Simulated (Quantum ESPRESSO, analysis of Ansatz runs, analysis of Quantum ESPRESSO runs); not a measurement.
## Local vibrational mode of the vacancy with four H in Ge (PBE) (Quantum ESPRESSO)

How near does this set-up come to the measured local vibrational mode? Subject: vacancy with four H in Ge. Set-up: PBE, GBRV 1.5 PBE, 32-site cell, PBE lattice, k: 2x2x2 shifted. The model is a cell of 32 host atoms with 1 Ge taken out and 4 H put in. The frequencies come from force constants among the defect atom and its neighbours, with the masses of the isotopes named. A local or semilocal functional is the cheapest first rung.

What was measured. Ge-H stretch, T2: 2061.5 cm⁻¹ at 9 K, by FTIR absorption, uniaxial stress, isotope substitution (“Hydrogen-Related Defects in Proton-Implanted Silicon and Germanium: An Infrared Absorption Spectroscopy Study”, 1998, Michael Budde, 1998 (PhD thesis, University of Aarhus)).

Calculated with Quantum ESPRESSO 7.5; Quantum ESPRESSO plane-wave DFT, PBE, GBRV 1.5 PBE potentials; relaxation of all atoms of a defect supercell.

## 1. Set-up

The cell holds 35 atoms: 31 Ge and 4 H. Its edges and angles: a = 9.968 Å, b = 9.968 Å, c = 9.968 Å, α = 109.5°, β = 109.5°, γ = 109.5°. It derives from Ge (space group Fd-3m). Nearest the centre at fractional (0.500, 0.500, 0.500): H32 at 0.93 Å, H34 at 0.93 Å, H35 at 0.93 Å, H33 at 0.93 Å, Ge22 at 2.49 Å, Ge26 at 2.49 Å, Ge25 at 2.49 Å, Ge31 at 2.49 Å.

The host's primitive cell comes from a first run (Quantum ESPRESSO plane-wave DFT, PBE, GBRV 1.5 PBE potentials; relaxation of cell and atoms of a defect-free cell): vectors of 4.070, 4.070 and 4.070 Å. That is 23.83 Å³ an atom, 5.3 % over the diffraction cell's volume. The supercell is built on it.

## 2. Relaxation, charge 0

Every later number rests on the structure around the defect, so the atoms are relaxed at the host's lattice first.

pw.in

```
&CONTROL
  calculation = 'relax'
  prefix = 'pwscf'
  outdir = './tmp'
  pseudo_dir = './pseudo'
  tprnfor = .true.
  disk_io = 'low'
  nstep = 70
  forc_conv_thr = 0.00039
  etot_conv_thr = 0.0001
/
&SYSTEM
  ibrav = 0
  nat = 35
  ntyp = 2
  ecutwfc = 45
  ecutrho = 360
  nbnd = 223
  occupations = 'smearing'
  smearing = 'fd'
  degauss = 0.00073499
/
&ELECTRONS
  conv_thr = 4d-08
  electron_maxstep = 100
  mixing_beta = 0.5
/
&IONS
  ion_dynamics = 'bfgs'
/
ATOMIC_SPECIES
Ge    72.6300 ge_pbe_v1.4.uspp.F.UPF
H      1.0080 h_pbe_v1.4.uspp.F.UPF
CELL_PARAMETERS angstrom
  -5.7552132298    5.7552132298    5.7552132298
   5.7552132298   -5.7552132298    5.7552132298
   5.7552132298    5.7552132298   -5.7552132298
ATOMIC_POSITIONS crystal
Ge     0.0000000000    0.0000000000    0.5000000000
Ge     0.0000000000    0.2500000000    0.2500000000
Ge     0.0000000000    0.5000000000    0.0000000000
Ge     0.0000000000    0.7500000000    0.7500000000
Ge     0.2500000000    0.0000000000    0.2500000000
Ge     0.2500000000    0.2500000000    0.0000000000
Ge     0.2500000000    0.5000000000    0.7500000000
Ge     0.2500000000    0.7500000000    0.5000000000
Ge     0.5000000000    0.0000000000    0.0000000000
Ge     0.5000000000    0.2500000000    0.7500000000
Ge     0.5000000000    0.7500000000    0.2500000000
Ge     0.7500000000    0.0000000000    0.7500000000
Ge     0.7500000000    0.2500000000    0.5000000000
Ge     0.7500000000    0.5000000000    0.2500000000
Ge     0.7500000000    0.7500000000    0.0000000000
Ge     0.0000000000    0.0000000000    0.2500000000
Ge     0.0000000000    0.2500000000    0.0000000000
Ge     0.0000000000    0.5000000000    0.7500000000
Ge     0.0000000000    0.7500000000    0.5000000000
Ge     0.2500000000    0.0000000000    0.0000000000
Ge     0.2500000000    0.2500000000    0.7500000000
Ge     0.2500000000    0.5000000000    0.5000000000
Ge     0.2500000000    0.7500000000    0.2500000000
Ge     0.5000000000    0.0000000000    0.7500000000
Ge     0.5000000000    0.2500000000    0.5000000000
Ge     0.5000000000    0.5000000000    0.2500000000
Ge     0.5000000000    0.7500000000    0.0000000000
Ge     0.7500000000    0.0000000000    0.5000000000
Ge     0.7500000000    0.2500000000    0.2500000000
Ge     0.7500000000    0.5000000000    0.0000000000
Ge     0.7500000000    0.7500000000    0.7500000000
H      0.4071490000    0.5000000000    0.5000000000
H      0.5000000000    0.4071490000    0.5000000000
H      0.5000000000    0.5000000000    0.4071490000
H      0.5928510000    0.5928510000    0.5928510000
K_POINTS automatic
2 2 2 1 1 1
```

Launch:

```sh
$ OMP_NUM_THREADS=1 mpirun -n 4 pw.x -nk 2 -in pw.in > pw.out
```

The program printed:

```text
This program is part of the open-source Quantum ESPRESSO suite
     for quantum simulation of materials; please cite
         "P. Giannozzi et al., J. Phys.:Condens. Matter 21 395502 (2009);
         "P. Giannozzi et al., J. Phys.:Condens. Matter 29 465901 (2017);
         "P. Giannozzi et al., J. Chem. Phys. 152 154105 (2020);
          URL
     in publications or presentations arising from this work. More details at

     Message from routine setup:
     using ibrav=0 with symmetry is DISCOURAGED, use correct ibrav instead

     K-points division:     npool     =       2
     Subspace diagonalization in iterative solution of the eigenvalue problem:
     a serial algorithm will be used

     --------------------
     sticks:   dense  smooth     PW     G-vecs:    dense   smooth      PW
     Min        4784    2399    639               296796   104941   14597
     Max        4785    2400    640               296797   104942   14600
     Sum        9569    4799   1279               593593   209883   29197

     Using Slab Decomposition

     bravais-lattice index     =            0
     lattice parameter (alat)  =      18.8374  a.u.
     unit-cell volume          =    5145.6572 (a.u.)^3
     number of atoms/cell      =           35
     number of atomic types    =            2
     number of electrons       =       438.00
     number of Kohn-Sham states=          223
     kinetic-energy cutoff     =      45.0000  Ry
     charge density cutoff     =     360.0000  Ry
     scf convergence threshold =      4.0E-08
     mixing beta               =       0.5000
     number of iterations used =            8  plain     mixing
     energy convergence thresh.=      1.0E-04
     force convergence thresh. =      3.9E-04
     Exchange-correlation=  SLA  PW   PBX  PBC
                           (   1   4   3   4   0   0   0)
     nstep                     =           70

     celldm(1)=  18.837398  celldm(2)=   0.000000  celldm(3)=   0.000000
     celldm(4)=   0.000000  celldm(5)=   0.000000  celldm(6)=   0.000000

     crystal axes: (cart. coord. in units of alat)
               a(1) = (  -0.577350   0.577350   0.577350 )
               a(2) = (   0.577350  -0.577350   0.577350 )
               a(3) = (   0.577350   0.577350  -0.577350 )

     reciprocal axes: (cart. coord. in units 2 pi/alat)
               b(1) = ( -0.000000  0.866025  0.866025 )
               b(2) = (  0.866025 -0.000000  0.866025 )
               b(3) = (  0.866025  0.866025  0.000000 )

     PseudoPot. # 1 for Ge read from file:
     ge_pbe_v1.4.uspp.F.UPF
     Pseudo is Ultrasoft + core correction, Zval = 14.0
     Generated by new atomic code, or converted to UPF format
     Using radial grid of  873 points,  6 beta functions with:
                l(1) =   0
                l(2) =   0
                l(3) =   1
                l(4) =   1
                l(5) =   2
                l(6) =   2
     Q(r) pseudized with  8 coefficients,  rinner =    1.400   1.400   1.400
                                                       1.400   1.400

     PseudoPot. # 2 for H  read from file:
     h_pbe_v1.4.uspp.F.UPF
     Pseudo is Ultrasoft, Zval =  1.0
     Generated by new atomic code, or converted to UPF format
     Using radial grid of  615 points,  2 beta functions with:
                l(1) =   0
                l(2) =   0
     Q(r) pseudized with  8 coefficients,  rinner =    0.700

     atomic species   valence    mass     pseudopotential
     Ge               14.00    72.63000     Ge( 1.00)
     H                 1.00     1.00800     H ( 1.00)

     24 Sym. Ops. (no inversion) found (18 have fractional translation)

   Cartesian axes

     site n.     atom                  positions (alat units)
         1        Ge     tau(   1) = (   0.2886751   0.2886751  -0.2886751  )
         2        Ge     tau(   2) = (   0.2886751   0.0000000   0.0000000  )
         3        Ge     tau(   3) = (   0.2886751  -0.2886751   0.2886751  )
         4        Ge     tau(   4) = (   0.8660254  -0.0000000   0.0000000  )
         5        Ge     tau(   5) = (   0.0000000   0.2886751   0.0000000  )
         6        Ge     tau(   6) = (   0.0000000   0.0000000   0.2886751  )
         7        Ge     tau(   7) = (   0.5773503   0.2886751   0.0000000  )
         8        Ge     tau(   8) = (   0.5773503  -0.0000000   0.2886751  )
         9        Ge     tau(   9) = (  -0.2886751   0.2886751   0.2886751  )
        10        Ge     tau(  10) = (   0.2886751   0.5773503   0.0000000  )
        11        Ge     tau(  11) = (   0.2886751  -0.0000000   0.5773503  )
        12        Ge     tau(  12) = (  -0.0000000   0.8660254   0.0000000  )
        13        Ge     tau(  13) = (   0.0000000   0.5773503   0.2886751  )
        14        Ge     tau(  14) = (   0.0000000   0.2886751   0.5773503  )
        15        Ge     tau(  15) = (   0.0000000  -0.0000000   0.8660254  )
        16        Ge     tau(  16) = (   0.1443376   0.1443376  -0.1443376  )
[...]
24        Ge     tau(  24) = (   0.1443376   0.7216878  -0.1443376  )
        25        Ge     tau(  25) = (   0.1443376   0.4330127   0.1443376  )
        26        Ge     tau(  26) = (   0.1443376   0.1443376   0.4330127  )
        27        Ge     tau(  27) = (   0.1443376  -0.1443376   0.7216878  )
        28        Ge     tau(  28) = (  -0.1443376   0.7216878   0.1443376  )
        29        Ge     tau(  29) = (  -0.1443376   0.4330127   0.4330127  )
        30        Ge     tau(  30) = (  -0.1443376   0.1443376   0.7216878  )
        31        Ge     tau(  31) = (   0.4330127   0.4330127   0.4330127  )
        32        H      tau(  32) = (   0.3422827   0.2350676   0.2350676  )
        33        H      tau(  33) = (   0.2350676   0.3422827   0.2350676  )
        34        H      tau(  34) = (   0.2350676   0.2350676   0.3422827  )
        35        H      tau(  35) = (   0.3422827   0.3422827   0.3422827  )

     number of k points=     2  Fermi-Dirac smearing, width (Ry)=  0.0007
                       cart. coord. in units 2pi/alat
        k(    1) = (   0.4330127   0.4330127   0.4330127), wk =   0.5000000
        k(    2) = (   0.0000000   0.0000000   0.4330127), wk =   1.5000000

     Dense  grid:   593593 G-vectors     FFT dimensions: ( 120, 120, 120)

     Smooth grid:   209883 G-vectors     FFT dimensions: (  90,  90,  90)

     Initial potential from superposition of free atoms

     starting charge     437.9729, renormalised to     438.0000
     Starting wfcs are  283 randomized atomic wfcs

     Self-consistent Calculation

     iteration #  1     ecut=    45.00 Ry     beta= 0.50
[...]
Ge               0.7499792750        0.7499792750       -0.0000793751
Ge              -0.0000355266       -0.0000355266        0.2499398796
[...]
NEW-OLD atomic charge density approx. for the potential

     Self-consistent Calculation

[... 77 further cycles ...]
     iteration #  4     ecut=    45.00 Ry     beta= 0.50
     Davidson diagonalization with overlap
     ethr =  2.47E-11,  avg # of iterations =  3.5

     total energy              =   -6627.72966334 Ry
     estimated scf accuracy    <       0.00000002 Ry

     iteration #  5     ecut=    45.00 Ry     beta= 0.50
     Davidson diagonalization with overlap
     ethr =  5.15E-12,  avg # of iterations =  3.0

     total energy              =   -6627.72966335 Ry
     estimated scf accuracy    <          1.8E-09 Ry

     iteration #  6     ecut=    45.00 Ry     beta= 0.50
     Davidson diagonalization with overlap
     ethr =  4.14E-13,  avg # of iterations =  3.0

     End of self-consistent calculation

          k = 0.4330 0.4330 0.4330 ( 26284 PWs)   bands (ev):

[...]
6.6594   6.6594   6.6594   8.0698   8.0698   8.0698   8.3035

          k = 0.0000 0.0000 0.4330 ( 26259 PWs)   bands (ev):

[...]
6.1888   6.6366   6.6366   8.2368   8.7768   8.7768   8.9115

     the Fermi energy is     7.3630 ev

!    total energy              =   -6627.72966335 Ry
     estimated scf accuracy    <          1.3E-10 Ry
     smearing contrib. (-TS)   =       0.00000000 Ry
     internal energy E=F+TS    =   -6627.72966335 Ry

     The total energy is F=E-TS. E is the sum of the following terms:
     one-electron contribution =   -4519.07173495 Ry
     hartree contribution      =    2650.55964587 Ry
     xc contribution           =   -1810.02470183 Ry
     ewald contribution        =   -2949.19287244 Ry

     convergence has been achieved in   6 iterations

     Forces acting on atoms (cartesian axes, Ry/au):

[...]
Total force =     0.003062     Total SCF correction =     0.000064
     Energy error            =      4.8E-05 Ry
     Gradient error          =      5.5E-04 Ry/Bohr

     number of scf cycles    =  13
     number of bfgs steps    =  12

     energy             old  =   -6627.7296151431 Ry
     energy             new  =   -6627.7296633460 Ry

     CASE: energy            _new < energy            _old

     new trust radius        =       0.0050464461 bohr
     new conv_thr            =       0.0000000004 Ry

ATOMIC_POSITIONS (crystal)
[...]
NEW-OLD atomic charge density approx. for the potential

     Self-consistent Calculation

     iteration #  1     ecut=    45.00 Ry     beta= 0.50
     Davidson diagonalization with overlap
     ethr =  1.00E-06,  avg # of iterations =  3.0

     Threshold (ethr) on eigenvalues was too large:
     Diagonalizing with lowered threshold

     Davidson diagonalization with overlap
     ethr =  1.18E-09,  avg # of iterations =  5.5

     total energy              =   -6627.72970443 Ry
     estimated scf accuracy    <       0.00000688 Ry

     iteration #  2     ecut=    45.00 Ry     beta= 0.50
     Davidson diagonalization with overlap
     ethr =  1.57E-09,  avg # of iterations =  2.0

     total energy              =   -6627.72970535 Ry
     estimated scf accuracy    <       0.00000104 Ry

     iteration #  3     ecut=    45.00 Ry     beta= 0.50
     Davidson diagonalization with overlap
     ethr =  2.37E-10,  avg # of iterations =  2.0

     total energy              =   -6627.72970548 Ry
     estimated scf accuracy    <       0.00000020 Ry

     iteration #  4     ecut=    45.00 Ry     beta= 0.50
     Davidson diagonalization with overlap
     ethr =  4.58E-11,  avg # of iterations =  3.0

     total energy              =   -6627.72970549 Ry
     estimated scf accuracy    <       0.00000003 Ry

     iteration #  5     ecut=    45.00 Ry     beta= 0.50
     Davidson diagonalization with overlap
     ethr =  7.88E-12,  avg # of iterations =  3.0

     total energy              =   -6627.72970550 Ry
     estimated scf accuracy    <          2.7E-09 Ry

     iteration #  6     ecut=    45.00 Ry     beta= 0.50
     Davidson diagonalization with overlap
     ethr =  6.08E-13,  avg # of iterations =  3.0

     total energy              =   -6627.72970550 Ry
     estimated scf accuracy    <          4.1E-10 Ry

     iteration #  7     ecut=    45.00 Ry     beta= 0.50
     Davidson diagonalization with overlap
     ethr =  1.00E-13,  avg # of iterations =  3.0

     End of self-consistent calculation

          k = 0.4330 0.4330 0.4330 ( 26284 PWs)   bands (ev):

[...]
6.6598   6.6598   6.6598   8.0690   8.0690   8.0690   8.3054

          k = 0.0000 0.0000 0.4330 ( 26259 PWs)   bands (ev):

[...]
-16.8779 -16.8773 -16.8772  -4.6521  -3.7694  -3.7666  -3.7666  -3.5965
    -3.0827  -3.0564  -3.0564  -2.9290  -2.7316  -2.2316  -2.2316  -2.2226
    -1.9871  -1.2351  -1.2351  -1.1652  -0.9288  -0.0814  -0.0814  -0.0450
     0.0889   0.5091   0.5126   0.5126   0.5801   0.9889   2.0601   2.0601
     2.1835   2.5491   3.4017   3.4017   3.4314   3.5880   4.0072   4.1150
     4.1150   4.2218   4.5644   4.6074   4.6074   4.7883   4.7901   4.7958
     4.7958   4.8602   4.8602   4.8969   4.9098   5.0160   5.0160   5.0321
     5.1609   5.8218   5.9109   5.9109   5.9897   6.0322   6.0322   6.0598
     6.1886   6.6369   6.6369   8.2371   8.7765   8.7765   8.9130

     the Fermi energy is     7.3645 ev

!    total energy              =   -6627.72970550 Ry
     estimated scf accuracy    <          5.3E-11 Ry
     smearing contrib. (-TS)   =       0.00000000 Ry
     internal energy E=F+TS    =   -6627.72970550 Ry

     The total energy is F=E-TS. E is the sum of the following terms:
     one-electron contribution =   -4519.14809831 Ry
     hartree contribution      =    2650.59824629 Ry
     xc contribution           =   -1810.02570314 Ry
     ewald contribution        =   -2949.15415034 Ry

     convergence has been achieved in   7 iterations

     Forces acting on atoms (cartesian axes, Ry/au):

[...]
atom   28 type  1   force =    -0.00005631    0.00005631   -0.00014547
     atom   29 type  1   force =     0.00014547   -0.00005631   -0.00005631
     atom   30 type  1   force =    -0.00005631   -0.00014547    0.00005631
     atom   31 type  1   force =     0.00034682    0.00034682    0.00034682
     atom   32 type  2   force =     0.00024819   -0.00024819   -0.00024819
     atom   33 type  2   force =    -0.00024819    0.00024819   -0.00024819
     atom   34 type  2   force =    -0.00024819   -0.00024819    0.00024819
     atom   35 type  2   force =     0.00024819    0.00024819    0.00024819

     Total force =     0.001828     Total SCF correction =     0.000041
     Energy error            =      4.2E-05 Ry
     Gradient error          =      3.5E-04 Ry/Bohr

     bfgs converged in  14 scf cycles and  13 bfgs steps
     (criteria: energy <  1.0E-04 Ry, force <  3.9E-04 Ry/Bohr)

     End of BFGS Geometry Optimization

     Final energy             =   -6627.7297055018 Ry

     File ./tmp/pwscf.bfgs deleted, as requested
Begin final coordinates

ATOMIC_POSITIONS (crystal)
[...]
Ge               0.7515047581       -0.0007885827        0.5000000000
Ge               0.7477066592        0.2484952419        0.2484952419
Ge               0.7515047581        0.5000000000       -0.0007885827
Ge               0.7683399944        0.7683399944        0.7683399944
H                0.3867256034        0.5000000000        0.5000000000
H                0.5000000000        0.3867256034        0.5000000000
H                0.5000000000        0.5000000000        0.3867256034
H                0.6132743966        0.6132743966        0.6132743966
End final coordinates

=------------------------------------------------------------------------------=
   JOB DONE.
=------------------------------------------------------------------------------=
```

The job ended after 31 min (4 MPI ranks of Arm Neoverse V2, shared host; peak memory 3.5 GiB; 2.1 h of CPU time).

Step by step:

```tsv
step	energy less that of the first step (eV)
0	0.0000
1	-0.0833
2	-0.1636
3	-0.2644
4	-0.3764
5	-0.4695
6	-0.4924
7	-0.5010
8	-0.5092
9	-0.5119
10	-0.5127
11	-0.5130
12	-0.5137
13	-0.5143
```

The atoms that moved most (Å):

```tsv
atom	dx	dy	dz	length
H32	0.118	-0.118	-0.118	0.204
H35	0.118	0.118	0.118	0.204
H34	-0.118	-0.118	0.118	0.204
H33	-0.118	0.118	-0.118	0.204
Ge22	0.106	-0.106	-0.106	0.183
Ge26	-0.106	-0.106	0.106	0.183
Ge25	-0.106	0.106	-0.106	0.183
Ge31	0.106	0.106	0.106	0.183
```

Final coordinates:

```
CELL_PARAMETERS angstrom
-5.75521 5.75521 5.75521
5.75521 -5.75521 5.75521
5.75521 5.75521 -5.75521
ATOMIC_POSITIONS crystal
Ge 0.00000 0.00000 0.50000
Ge 0.99535 0.24764 0.24764
Ge 0.00000 0.50000 0.00000
Ge 0.00465 0.75229 0.75229
Ge 0.24764 0.99535 0.24764
Ge 0.24764 0.24764 0.99535
Ge 0.24771 0.50000 0.75236
Ge 0.24771 0.75236 0.50000
Ge 0.50000 0.00000 0.00000
Ge 0.50000 0.24771 0.75236
Ge 0.50000 0.75236 0.24771
Ge 0.75229 0.00465 0.75229
Ge 0.75236 0.24771 0.50000
Ge 0.75236 0.50000 0.24771
Ge 0.75229 0.75229 0.00465
Ge 0.00079 0.00079 0.25229
Ge 0.00079 0.25229 0.00079
Ge 0.99921 0.50000 0.75150
Ge 0.99921 0.75150 0.50000
Ge 0.25229 0.00079 0.00079
Ge 0.24850 0.24850 0.74771
Ge 0.23166 0.50000 0.50000
Ge 0.24850 0.74771 0.24850
Ge 0.50000 0.99921 0.75150
Ge 0.50000 0.23166 0.50000
Ge 0.50000 0.50000 0.23166
Ge 0.50000 0.75150 0.99921
Ge 0.75150 0.99921 0.50000
Ge 0.74771 0.24850 0.24850
Ge 0.75150 0.50000 0.99921
Ge 0.76834 0.76834 0.76834
H 0.38673 0.50000 0.50000
H 0.50000 0.38673 0.50000
H 0.50000 0.50000 0.38673
H 0.61327 0.61327 0.61327
```

The atoms nearest to the centre after the run:

```tsv
atom	distance (Å)
H32	1.129
H35	1.129
H34	1.129
H33	1.129
Ge26	2.675
Ge31	2.675
Ge22	2.675
Ge25	2.675
```

Neighbours of the added atoms: H32: Ge22 1.55, H34 1.84, H33 1.84 Å; H33: Ge25 1.55, H34 1.84, H32 1.84 Å; H34: Ge26 1.55, H33 1.84, H32 1.84 Å; H35: Ge31 1.55, H33 1.84, H32 1.84 Å.

(Part 1 of 2 ends here.)

[Logs are printed without paths, hosts, clocks, repeated set-up lines and the standing remarks that a program may print on its own settings, such as how far it seeks lower states.]

[Hosts, paths, dates, database ids (printed as entryN), source tags and the programs' standing remarks are cut or masked in the printed files.]

[For some hosts the program warned that the k-mesh of the response run may be too coarse for force constants and the static dielectric constant; such warnings are not shown here.]
